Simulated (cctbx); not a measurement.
# Al2CuS4 across an absorption edge

Space group Fd-3m (no. 227, origin choice 1), a = 10.0380 Å, b = 10.0380 Å, c = 10.0380 Å, α = 90.00°, β = 90.00°, γ = 90.00°.

```
atom  mult.       x       y       z  Ueq (Å²)
 Cu1      8     1/2       0     1/2    0.0097
  S1     32  0.6391  0.1391  0.3609    0.0140
 Al1     16     3/8     5/8     3/8    0.0108
```

The model is made up (kin elements in a known structure type, no relaxation), so it says nothing on whether the phase exists.

Calculated with cctbx: free-atom f′ and f″ from the Sasaki tables, no fine structure; amplitudes in electrons.

| E (eV) | F 3 3 3 | F 0 0 4 | F 0 2 2 | F 4 4 4 |
| --- | --- | --- | --- | --- |
| 8379 | 55.7 | 309.5 | 198.7 | 198.0 |
| 8729 | 51.3 | 315.3 | 192.2 | 203.5 |
| 8859 | 47.4 | 320.8 | 186.4 | 208.7 |
| 8919 | 43.7 | 326.2 | 180.9 | 213.7 |
| 8949 | 39.8 | 331.7 | 175.2 | 218.9 |
| 8964 | 35.9 | 337.3 | 169.5 | 224.2 |
| 8971 | 32.4 | 342.3 | 164.4 | 228.9 |
| 8975 | 28.7 | 347.7 | 158.9 | 233.9 |
| 8983 | 32.5 | 349.7 | 160.0 | 236.0 |
| 8987 | 36.3 | 343.2 | 166.4 | 230.0 |
| 8994 | 39.7 | 337.6 | 172.0 | 224.7 |
| 9009 | 43.6 | 331.5 | 178.1 | 218.9 |
| 9039 | 47.4 | 325.3 | 184.1 | 213.2 |
| 9129 | 52.6 | 317.2 | 192.1 | 205.5 |
| 9379 | 58.3 | 307.8 | 200.9 | 196.7 |

**Question.** Which edge is crossed, and why do the reflections move as they do?

The K edge of Cu. The edge is at 8979 eV. f′ of Cu falls from -4.0 e at 8859 eV to -7.5 e at 4 eV below it, and f″ steps from 0.48 to 3.90 e across it. Over that approach |F| changes by -39 % (3 3 3), +8 % (0 0 4), -15 % (0 2 2) and +12 % (4 4 4): a reflection falls where Cu scatters in phase with the total and rises where it scatters against it; it hardly moves where the Cu term is small or cancels by symmetry. Above the edge the larger f″ enters the imaginary part, where it can add to or cancel the other atoms' f″. The structure is centrosymmetric, so Friedel mates stay equal.

[Logs are printed without paths, hosts, clocks, repeated set-up lines and the standing remarks that a program may print on its own settings, such as how far it seeks lower states.]
